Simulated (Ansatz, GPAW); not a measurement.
# NO/Sr(110): work function by functional and basis, part 2 of 2

Aim: the work function of both faces of NO/Sr(110), and its spread over functionals and bases.

GPAW 26.7.0 and Ansatz 0.2.0; GPAW, PAW setups; slab in vacuum (the session's first sound run).

So far, upper work function (eV): step 2 (relaxation, PBE, GPAW) 3.24; step 4 (self-consistent run: xc = "LDA") 3.54; step 5 (self-consistent run: xc = "RPBE") 3.12; step 6 (self-consistent run: xc = "revPBE") 3.08; step 7 (real-space grid: mode = "fd", PBE, GPAW) 3.25.

**8. Atomic orbitals: mode = "lcao"**

Atom-centred orbitals end a few angstrom from the surface, which tests how much the density's tail matters.

run.py reads:

```python
import json
import numpy as np
from ase import Atoms
from gpaw import GPAW

slab = Atoms(
    ['Sr', 'Sr', 'Sr', 'Sr', 'Sr', 'N', 'O'],
    positions=[
        [0.00000, 0.00000, 8.00000],
        [3.04000, 2.14960, 10.14960],
        [0.00000, 0.00000, 12.29921],
        [3.04000, 2.14960, 14.58818],
        [-0.00000, 0.00000, 16.58126],
        [3.04000, 2.14960, 17.00314],
        [3.04000, 2.14960, 18.23531]],
    cell=[[6.08, 0.0, 0.0], [0.0, 4.29921, 0.0], [0.0, 0.0, 26.27842]],
    pbc=[True, True, False])

slab.calc = GPAW(mode='lcao', basis='dzp', h=0.18, xc='PBE', kpts={'size': (5, 7, 1), 'gamma': True},
                 occupations={'name': 'fermi-dirac', 'width': 0.1}, nbands='120%',
                 convergence={'density': 1e-05}, maxiter=200,
                 poissonsolver={'dipolelayer': 'xy'},
                 symmetry={'tolerance': 1e-3}, txt='slab.txt')
result = {}
energy = slab.get_potential_energy()
fermi = slab.calc.get_fermi_level()
v = slab.calc.get_electrostatic_potential().mean((0, 1)) - fermi
n = slab.calc.get_pseudo_density().mean((0, 1))
L = slab.cell[2, 2]
z = np.arange(len(v)) * L / len(v)
low, high = slab.positions[:, 2].min(), slab.positions[:, 2].max()
below, above = np.interp([low - 5.8, high + 5.8], z, v)
slopes = [np.interp(x, z, np.gradient(v, z)) for x in (low - 5.8, high + 5.8)]
eps = np.array([[slab.calc.get_eigenvalues(k, s) for k in range(len(slab.calc.get_ibz_k_points()))]
                for s in range(slab.calc.get_number_of_spins())]) - fermi
top, bottom = eps[eps < 0].max(), eps[eps > 0].min()
dipole = slab.get_dipole_moment()[2]
print(f'energy {energy:.4f} eV, Fermi level {fermi:.4f} eV, dipole {dipole:.5f} e A')
print(f'potential 5.8 A off the faces, from the Fermi level: lower {below:.4f} eV, upper {above:.4f} eV')
print(f'slope of the potential there: lower {slopes[0]:.5f}, upper {slopes[1]:.5f} eV/A')
print(f'nearest levels on the mesh: {top:.4f} and {bottom:.4f} eV')
print('magnetic moment', round(slab.get_magnetic_moment(), 3))
result.update(energy=energy, fermi=fermi, dipole=dipole, below=below, above=above, slopes=slopes, edges=[top, bottom],
              z=z.tolist(), v=v.tolist(), n=n.tolist(), positions=slab.positions.tolist(),
              forces=slab.get_forces(apply_constraint=False).tolist(), moments=slab.get_magnetic_moments().tolist())
json.dump(result, open('result.json', 'w'))
```

On the command line:

```
OMP_NUM_THREADS=1 OPENBLAS_NUM_THREADS=1 python run.py
```

Numbers of over 12 decimals in the logs are rounded to 6 here.

Output:

```text
energy -19.6922 eV, Fermi level -2.8629 eV, dipole -0.08468 e A
potential 5.8 A off the faces, from the Fermi level: lower 2.5698 eV, upper 3.1560 eV
slope of the potential there: lower -0.00006, upper 0.00000 eV/A
nearest levels on the mesh: -0.0511 and 0.0227 eV
magnetic moment 0.0
```

The job ended after 11 min (1 thread of Arm Neoverse V2, shared host; peak memory 0.69 GiB).

Numbers from this step:

- dipole along the normal: -0.08468 e·Å
- levels nearest the Fermi level on the mesh: -0.05106, 0.02267 eV from the Fermi level
- upper work function: 3.156 eV
- lower work function: 2.570 eV

The upper face's work function is 3.156 eV, against 3.236 eV in the first plane-wave PBE run at this geometry.

**9. Cost and result by level**

Times are for 1 thread of Arm Neoverse V2, shared host. Results by setting:

```csv
no.,run,upper work function (eV),lower work function (eV),time,memory (GiB)
1,pw,3.236,2.607,5 min,0.57
2,LDA,3.545,2.738,6 min,0.56
3,RPBE,3.117,2.525,5.9 min,0.57
4,revPBE,3.075,2.528,7.6 min,0.57
5,fd,3.249,2.605,19 min,1.9
6,lcao,3.156,2.570,11 min,0.69
```

**10. A second plane-wave code**

A second program with its own datasets checks the number independently.

This step: Ansatz plane waves; slab in vacuum with a dipole correction; PAW set soft_1 (Ansatz 0.2.0).

input.yaml reads:

```yaml
crystal:
  lattice:
    - [6.08, 0.0, 0.0]
    - [0.0, 4.2992092296, 0.0]
    - [0.0, 0.0, 26.2784184592]
  atoms:
    - { symbol: Sr, position: [0.0, 0.0, 0.3044323239] }
    - { symbol: Sr, position: [0.5, 0.4999989266, 0.3862332893] }
    - { symbol: Sr, position: [0.0, 0.0, 0.4680346353] }
    - { symbol: Sr, position: [0.5, 0.4999989266, 0.5551390685] }
    - { symbol: Sr, position: [0.0, 0.0, 0.6309840245] }
    - { symbol: "N", position: [0.5, 0.4999989266, 0.6470380815] }
    - { symbol: O, position: [0.5, 0.4999989266, 0.6939272538] }
kpoints:
  mp_grid: { grid: [5, 7, 1] }
hamiltonian:
  xc: pbe
  pseudopotentials: { kind: paw, azcp: { folder: soft_1 } }
scf:
  occupations: { method: fermi_dirac, width: 0.1 }
efield:
  axis: 3
  dipole_correction: true
  ramp_width: 0.05
output:
  forces: true
  write_potential: true
  write_density: true
  volumetric_format: npy
```

On the command line:

```
ansatz run input.yaml --threads 4 --pin off --max-ram 8192MiB --backend cpu --events-out ev --progress --plain --runs-dir out
```

Output:

```text
Warning: the atoms were moved onto the symmetric positions of the space group found under crystal.symmetry.tolerance 1.0e-5 (fractional; no operation is sought that the atoms, as they stand in a round, miss by more than twice it, and no atom is moved by as much as it), and the run uses the moved positions. Before a round's move an operation carried an atom to 5.27e-6 Å from where it should land, the largest such dist [...]
Engine: ansatz 0.2.0, aarch64-unknown-linux-gnu
Pseudopotentials: kind: paw
Pseudopotential: Sr, paw, valence charge 10, recommended cutoff 420 eV (normal), soft_1/Sr.paw.azcp
Pseudopotential: N, paw, valence charge 5, recommended cutoff 420 eV (normal), soft_1/N.paw.azcp
Pseudopotential: O, paw, valence charge 6, recommended cutoff 420 eV (normal), soft_1/O.paw.azcp
Functional definition: PBE
  parameter kappa = 0.804
  parameter beta = 0.066725
  exchange = pbe_x(kappa = kappa, mu = beta*pi^2/3)
  correlation = pbe_c(beta = beta)
Crystal: 7 atoms, lattice volume = 686.897 Å³
Basis set: ecut = 420 eV, 13445 PW (Γ), exchange–correlation on 90×60×360 points (8 copies of the dense FFT grid, shifted against one another)
Bands: 38, of which v1, the nominal top of the filled ones, is band 31 counted from 1 (30 counted from 0)
Symmetry: 4 space group operations
Space group: Pmm2 (ITA 25), of the structure as read, at distance tolerance 8.8e-5 Å
k-points: 12 of 35
Non-local potential: Sr, projectors of the file, l = 0: 3, l = 1: 2, l = 2: 2
Non-local potential: N, projectors of the file, l = 0: 2, l = 1: 2, l = 2: 1
Non-local potential: O, projectors of the file, l = 0: 2, l = 1: 2, l = 2: 1
PAW form: soft (Blöchl's): semilocal exchange-correlation on the pseudo side does not see the compensation charge
PAW one-centre angular grid: Sr, 110 points (default); XC on 64 Gauss nodes
PAW one-centre angular grid: N, 110 points (default); XC on 64 Gauss nodes
PAW one-centre angular grid: O, 110 points (default); XC on 64 Gauss nodes
Initial density: superposition of atomic densities (neutral atoms: chi_scale 0, normalization atom)
Initial wavefunctions: pseudopotential atomic-orbital guess
Functional: x = pbe(κ = 0.804, μ = 0.219515), c = pbe(β = 0.066725)
SCF iter   1: F=—  HF=-18674.745262 eV  |F-HF|=—  |Δ(HF+E_count)|=         —  Δρ=4.86e-2  dr2=5.60e1  ethr=3.10e-3  p=0.000 e·Å  D=1.60e-7 V/Å  ΔV_dip=-0.00 eV  dr2_dipole=2.18e1  V_vac-E_F(+/−)=4.69/4.69 eV  ⟨swp⟩=17.1  Hψ=3406  notcnv=0
efield: sawtooth ramp at fractional position 0.9742 (placed from the atoms, in the widest stretch of the axis that holds none; the zero of the levels goes with the place), width 0.0500; the density the first Hamiltonian is built on has a dipole p = 0.000 e·Å; the dipole correction subtracts the counter field D = 1.60e-7 V/Å, which shifts the + side's vacuum level by -0.00 eV against the − side's; the planar-averaged density in the ramp window peaks in size at 5.5e-7 e/Å³
preconditioner: auto → LDOS  [metal: Δε(μ)=0.086 eV  Ē_g=2.462 eV  σ=0.100 eV  W_gap=0.21  n_scr=70 (ndim 8)  ℏωp=4.7 eV  f_vac=0.478  D(μ)=4.27/eV (n_scr^D=10)  β→1.0]
SCF iter   2: F=—  HF=-18705.606846 eV  |F-HF|=—  |Δ(HF+E_count)|=    3.09e1  Δρ=1.50e-1  dr2=1.01e3  ethr=3.10e-3  p=-0.897 e·Å  D=-2.36e-1 V/Å  ΔV_dip=6.21 eV  dr2_dipole=5.59e2  V_vac-E_F(+/−)=6.81/0.60 eV  ⟨swp⟩=16.8  Hψ=2727  notcnv=0  recentre
SCF iter   3: F=—  HF=-18670.942141 eV  |F-HF|=—  |Δ(HF+E_count)|=    3.47e1  Δρ=2.48e-2  dr2=2.74e1  ethr=3.10e-3  p=0.017 e·Å  D=4.42e-3 V/Å  ΔV_dip=-0.12 eV  dr2_dipole=1.36e1  V_vac-E_F(+/−)=4.17/4.29 eV  ⟨swp⟩=6.9  Hψ=1967  notcnv=0
SCF iter   4: F=—  HF=-18670.395439 eV  |F-HF|=—  |Δ(HF+E_count)|=   5.47e-1  Δρ=2.72e-2  dr2=2.51e1  ethr=3.10e-3  p=-0.085 e·Å  D=-2.25e-2 V/Å  ΔV_dip=0.59 eV  dr2_dipole=8.52e0  V_vac-E_F(+/−)=3.61/3.02 eV  ⟨swp⟩=4.7  Hψ=918  notcnv=2
SCF iter   5: F=—  HF=-18669.794005 eV  |F-HF|=—  |Δ(HF+E_count)|=   6.01e-1  Δρ=6.20e-3  dr2=3.18e-1  ethr=3.10e-3  p=-0.109 e·Å  D=-2.86e-2 V/Å  ΔV_dip=0.75 eV  dr2_dipole=5.08e-2  V_vac-E_F(+/−)=3.30/2.54 eV  ⟨swp⟩=3.6  Hψ=910  notcnv=1
SCF iter   6: F=—  HF=-18669.785856 eV  |F-HF|=—  |Δ(HF+E_count)|=   8.15e-3  Δρ=7.42e-3  dr2=1.54e0  ethr=5.22e-4  p=-0.100 e·Å  D=-2.63e-2 V/Å  ΔV_dip=0.69 eV  dr2_dipole=5.40e-1  V_vac-E_F(+/−)=3.28/2.59 eV  ⟨swp⟩=2.7  Hψ=687  notcnv=0  recentre
SCF iter   7: F=—  HF=-18669.753971 eV  |F-HF|=—  |Δ(HF+E_count)|=   3.19e-2  Δρ=2.53e-3  dr2=4.36e-2  ethr=5.22e-4  p=-0.100 e·Å  D=-2.65e-2 V/Å  ΔV_dip=0.70 eV  dr2_dipole=9.15e-4  V_vac-E_F(+/−)=3.28/2.58 eV  ⟨swp⟩=1.5  Hψ=551  notcnv=0
SCF iter   8: F=—  HF=-18669.748574 eV  |F-HF|=—  |Δ(HF+E_count)|=   5.40e-3  Δρ=1.50e-3  dr2=4.66e-2  ethr=7.15e-5  p=-0.098 e·Å  D=-2.57e-2 V/Å  ΔV_dip=0.68 eV  dr2_dipole=1.63e-2  V_vac-E_F(+/−)=3.26/2.59 eV  ⟨swp⟩=2.1  Hψ=781  notcnv=0
SCF iter   9: F=—  HF=-18669.747043 eV  |F-HF|=—  |Δ(HF+E_count)|=   1.53e-3  Δρ=4.39e-4  dr2=8.39e-3  ethr=7.15e-5  p=-0.091 e·Å  D=-2.40e-2 V/Å  ΔV_dip=0.63 eV  dr2_dipole=4.40e-3  V_vac-E_F(+/−)=3.25/2.62 eV  ⟨swp⟩=1.7  Hψ=478  notcnv=0
SCF iter  10: F=—  HF=-18669.746972 eV  |F-HF|=—  |Δ(HF+E_count)|=   7.06e-5  Δρ=3.23e-4  dr2=3.28e-3  ethr=1.37e-5  p=-0.092 e·Å  D=-2.42e-2 V/Å  ΔV_dip=0.64 eV  dr2_dipole=1.53e-3  V_vac-E_F(+/−)=3.25/2.61 eV  ⟨swp⟩=1.0  Hψ=456  notcnv=0
SCF iter  11: F=—  HF=-18669.746889 eV  |F-HF|=—  |Δ(HF+E_count)|=   8.36e-5  Δρ=9.48e-5  dr2=1.06e-4  ethr=5.38e-6  p=-0.092 e·Å  D=-2.44e-2 V/Å  ΔV_dip=0.64 eV  dr2_dipole=8.47e-6  V_vac-E_F(+/−)=3.24/2.60 eV  ⟨swp⟩=1.9  Hψ=472  notcnv=0
SCF iter  12: F=—  HF=-18669.746878 eV  |F-HF|=—  |Δ(HF+E_count)|=   1.10e-5  Δρ=5.61e-5  dr2=3.25e-5  ethr=1.74e-7  p=-0.093 e·Å  D=-2.44e-2 V/Å  ΔV_dip=0.64 eV  dr2_dipole=4.56e-7  V_vac-E_F(+/−)=3.24/2.60 eV  ⟨swp⟩=2.5  Hψ=829  notcnv=0
SCF iter  13: F=—  HF=-18669.746824 eV  |F-HF|=—  |Δ(HF+E_count)|=   5.35e-5  Δρ=2.58e-5  dr2=7.65e-6  ethr=5.32e-8  p=-0.093 e·Å  D=-2.44e-2 V/Å  ΔV_dip=0.64 eV  dr2_dipole=1.17e-6  V_vac-E_F(+/−)=3.25/2.60 eV  ⟨swp⟩=2.0  Hψ=604  notcnv=0
SCF iter  14: F=—  HF=-18669.746824 eV  |F-HF|=—  |Δ(HF+E_count)|=   2.81e-8  Δρ=5.97e-6  dr2=4.22e-7  ethr=1.25e-8  p=-0.093 e·Å  D=-2.44e-2 V/Å  ΔV_dip=0.64 eV  dr2_dipole=5.07e-9  V_vac-E_F(+/−)=3.25/2.60 eV  ⟨swp⟩=2.0  Hψ=565  notcnv=0
SCF iter  15: F=-18669.746824 eV  HF=-18669.746824 eV  |F-HF|=3.18e-9  |Δ(HF+E_count)|=   9.73e-8  Δρ=2.04e-6  dr2=4.25e-8  ethr=1.64e-10  p=-0.093 e·Å  D=-2.45e-2 V/Å  ΔV_dip=0.64 eV  dr2_dipole=2.56e-9  V_vac-E_F(+/−)=3.25/2.60 eV  ⟨swp⟩=17.2  Hψ=5077  notcnv=0
SCF 1 converged in 15 iterations: F = -18669.746824 eV  dr2 = 4.25e-8
  greatest PAW one-centre occupation: 0.988 electrons in one spin orbital (limit 2), on the Sr atom at site 0 (counted from 0), in its partial waves of l = 0
WARN: The output density's exchange-correlation potential varies sharply where the density is thin. Do not read a vacuum level from v_tot or v_xc, or from such a field of the output density. On a cell that repeats whose density bears no net charge and no dipole along the vacuum's axis use v_es (v_loc + v_h of the components); under efield.dipole_correction with no amplitude use v_es + v_field, which holds any externa [...]
SCF converged after 15 iterations
Free energy (F): -18669.746824 eV
Harris-Foulkes:  -18669.746824 eV  (|F-HF|=3.18e-9)
Internal energy: -18669.451424 eV  (E = F + TS)
E sigma→0 (E₀):  -18669.599124 eV
Entropy (-TS):   -0.295400 eV (-42.200 meV/atom)
Fermi energy:    0.569601 eV
Dipole field:    D = -0.024497 V/Å  (p = -0.092991 e·Å, saw-weighted, corrected)
Work function:   Φ+ = 3.2470 eV   Φ− = 2.6031 eV
Levels:          The Fermi level and band energies are counted from a zero that moves with the ramp; work functions are not
--- Per-component energies (eV) ---
  E_band       = -1016.087053
  E_kinetic    = 1433.463343
  E_local      = -21605.213965  (includes V_loc(G=0)·N_el)
  E_nonlocal   = 1257.774493
  E_hartree    = 9548.057798
  E_xc         = -992.874925
  E_vxc        = -924.824037  (∫ρ·V_xc dr)
  E_paw        = -13740.930558  (= ΣΔE_a)
  E_vpaw       = -273.666121  (= ΣTr[D̂ρ^β])
  E_aug_tail   = 0.001534  (compensation charges beyond the density's cutoff)
  E_efield     = 0.001139  (sawtooth field / dipole correction)
  E_vefield    = 0.257856  (∫n·V_field dr)
  E_ewald      = 5430.269718
  E_smearing   = -0.295400  (= −TS)
  E_closure    = -0.000000  (closes the sum)
  Σ components = -18669.746824   (vs F -18669.746824, Δ=0.00e0)
--- Forces (eV/Å), atoms counted from 1 ---
  atom   1  Sr     0.00000000     0.00000000     0.07103636
  atom   2  Sr     0.00000000     0.00000000     0.02765932
  atom   3  Sr     0.00000000     0.00000000    -0.00872617
  atom   4  Sr     0.00000000     0.00000000     0.03783287
  atom   5  Sr     0.00000000     0.00000000    -0.02014299
  atom   6  N      0.00000000     0.00000000    -0.26626848
  atom   7  O      0.00000000     0.00000000     0.15848399
  max |Σ_I F_I| component: 1.25e-4 eV/Å
--- Band table (eV; the first three rows and the last of 12) ---
  k-point 0: bands = [... 27 lower, -0.6958, 0.2780, 0.4172, 0.4261, 0.8651, 0.9569, 1.3059, 1.4409, ... 3 higher]
  k-point 1: bands = [... 27 lower, -0.5135, 0.4009, 0.4217, 0.5903, 0.6924, 1.1805, 1.3506, 1.3602, ... 3 higher]
  k-point 2: bands = [... 27 lower, -0.1215, 0.3618, 0.3888, 0.6794, 0.9654, 1.1947, 1.2459, 1.3443, ... 3 higher]
  k-point 11: bands = [... 27 lower, 0.1028, 0.2306, 0.4451, 0.6959, 0.7503, 0.8717, 0.9799, 1.1843, ... 3 higher]
```

It took 16 s on 4 threads; peak memory 1.1 GiB; 62 s of CPU time.

This run has no spin polarisation although its electron count is odd.

Numbers from this step:

```yaml
free_energy: -18669.7468 eV
smearing_term_ts: 0.2954 eV
symmetry_operations: 4
upper_work_function: 3.247 eV
lower_work_function: 2.603 eV
dipole_along_the_normal: -0.09299 e·Å
dipole_field: -0.02450 V/Å
vacuum_level_above: 3.817 eV
vacuum_level_below: 3.173 eV
```

The electrostatic potential energy of an electron (with the applied field's), less the Fermi level, planar mean oscillates, so the rows of the table below give means over windows of 2.19 Å about each position, cut where the curve ends. Its maxima inside the range that stand out by 2 % of the span (Å: eV): 9.1: -0.985, 11.2: -0.881, 13.4: -0.288, 15.6: -1.02. Its minima: 8.0: -8.78, 10.2: -8.35, 12.3: -8.51, 14.6: -8.30, 16.6: -9.97.

Table of electrostatic potential energy of an electron (with the applied field's), less the Fermi level, planar mean by z; means over each step:

```csv
z (Å),"electrostatic potential energy of an electron (with the applied field's), less the Fermi level, planar mean (eV)"
1.09,2.65
3.29,2.60
5.48,2.27
7.67,-3.65
9.86,-4.04
12.05,-3.99
14.24,-3.68
16.43,-4.96
18.62,1.08
20.81,3.24
23.00,3.25
25.19,3.21
```

The valence density, planar mean oscillates, so the rows of the table below give means over windows of 2.19 Å about each position, cut where the curve ends. Its maxima inside the range that stand out by 2 % of the span (Å: e/Å³): 8.0: 0.259, 10.2: 0.266, 12.3: 0.263, 14.6: 0.265, 16.8: 0.419, 18.2: 0.270. Its minima: 9.1: 0.0766, 11.2: 0.0755, 13.4: 0.0627, 15.6: 0.0984, 17.7: 0.153.

Table of valence density, planar mean by z; means over each step:

```csv
z (Å),"valence density, planar mean (e/Å³)"
1.09,2.6e-6
3.29,1.3e-4
5.48,0.00463
7.67,0.156
9.86,0.178
12.05,0.175
14.24,0.173
16.43,0.257
18.62,0.122
20.81,3.6e-4
23.00,1.1e-6
```

Force by atom:

```csv
atom,x (eV/Å),y (eV/Å),z (eV/Å),size
Sr1,0.000,0.000,0.071,0.071
Sr2,0.000,0.000,0.028,0.028
Sr3,0.000,0.000,-0.009,0.009
Sr4,0.000,0.000,0.038,0.038
Sr5,0.000,0.000,-0.020,0.020
N6,0.000,0.000,-0.266,0.266
O7,0.000,0.000,0.158,0.158
```

The upper face's work function is 3.247 eV, against 3.236 eV in the first plane-wave PBE run at this geometry.

**11. Side by side**

Results and costs are gathered.

This step: comparison of work functions, dipole and cost; PAW set soft_1 (GPAW 26.7.0).

Ladder, by row:

```csv
step,code,"work function, upper (eV)","work function, lower (eV)",dipole (e Å),wall time (s),peak memory (GiB),threads
pw,GPAW,3.236,2.607,-0.09141,299.6,0.57,1
LDA,GPAW,3.545,2.738,-0.117,361.8,0.56,1
RPBE,GPAW,3.117,2.525,-0.08584,351.2,0.57,1
revPBE,GPAW,3.075,2.528,-0.07953,454.2,0.57,1
fd,GPAW,3.249,2.605,-0.09307,1126,1.9,1
lcao,GPAW,3.156,2.57,-0.08468,635.1,0.69,1
ansatz,Ansatz,3.247,2.603,-0.09299,16.33,1.138,4
```

**12. A changed run**

One more run, with changed settings.

This step: GPAW, PAW setups; slab in vacuum (GPAW 26.7.0).

run.py, as its differences from that of step 8:

```diff
@@ -18,5 +18,5 @@
 
-slab.calc = GPAW(mode='lcao', basis='dzp', h=0.18, xc='PBE', kpts={'size': (5, 7, 1), 'gamma': True},
-                 occupations={'name': 'fermi-dirac', 'width': 0.1}, nbands='120%',
-                 convergence={'density': 1e-05}, maxiter=200,
+slab.calc = GPAW(mode='fd', h=0.4, xc='PBE', kpts={'size': (5, 7, 1), 'gamma': True},
+                 occupations={'name': 'fermi-dirac', 'width': 0.1}, nbands='160%',
+                 convergence={'density': 1e-05}, maxiter=100,
                  poissonsolver={'dipolelayer': 'xy'},
```

On the command line:

```
OMP_NUM_THREADS=1 OPENBLAS_NUM_THREADS=1 python run.py
```

Output:

```text
energy 37.2326 eV, Fermi level -2.3839 eV, dipole 0.05512 e A
potential 5.8 A off the faces, from the Fermi level: lower 2.5844 eV, upper 2.1829 eV
slope of the potential there: lower -0.00089, upper 0.00032 eV/A
nearest levels on the mesh: -0.0121 and 0.0045 eV
magnetic moment 0.0
```

Elapsed: 2.9 min, on 1 thread; peak memory 0.31 GiB.

The run finished. A setting was moved off its sound value on purpose, so it serves as a test and not as the result.

The fault put into the input: a grid far too coarse (mode = "fd" and h = 0.4).

The two runs compared:

```csv
quantity,this run,sound run,difference
dipole along the normal (e·Å),0.055121,-0.091406,0.147
upper work function (eV),2.1829,3.2362,-1.05
lower work function (eV),2.5844,2.6066,-0.0222
```

The dipole along the normal changes sign: 0.0551 e·Å against -0.0914 e·Å.

**13. Outcome**

```yaml
work_function_upper_and_lower_face: 3.236 and 2.607 eV
dipole_along_the_normal: -0.0914 e Å
```

**Reading.** With plane waves and PBE the work function is 3.24 eV on the upper face and 2.61 eV on the lower. The two faces differ by 0.63 eV, the step that the slab's dipole makes (e p/(ε0 A) gives 0.63 eV), so the dipole layer is needed. Over the sound runs of the table the upper face's work function spans 3.075 (revPBE) to 3.545 eV (LDA). The two plane-wave codes differ by 0.011 eV on the upper face. The cell of 26.1 Å² holds one NO, started on one chosen site; other sites and coverages weren't tried. The in-plane lattice was kept as typed, which isn't the functional's own and leaves some strain; spin-orbit coupling and temperature are left out.

[Logs are printed without paths, hosts, clocks, repeated set-up lines and the standing remarks that a program may print on its own settings, such as how far it seeks lower states.]

[Hosts, paths, dates, database ids (printed as entryN), source tags and the programs' standing remarks are cut or masked in the printed files.]
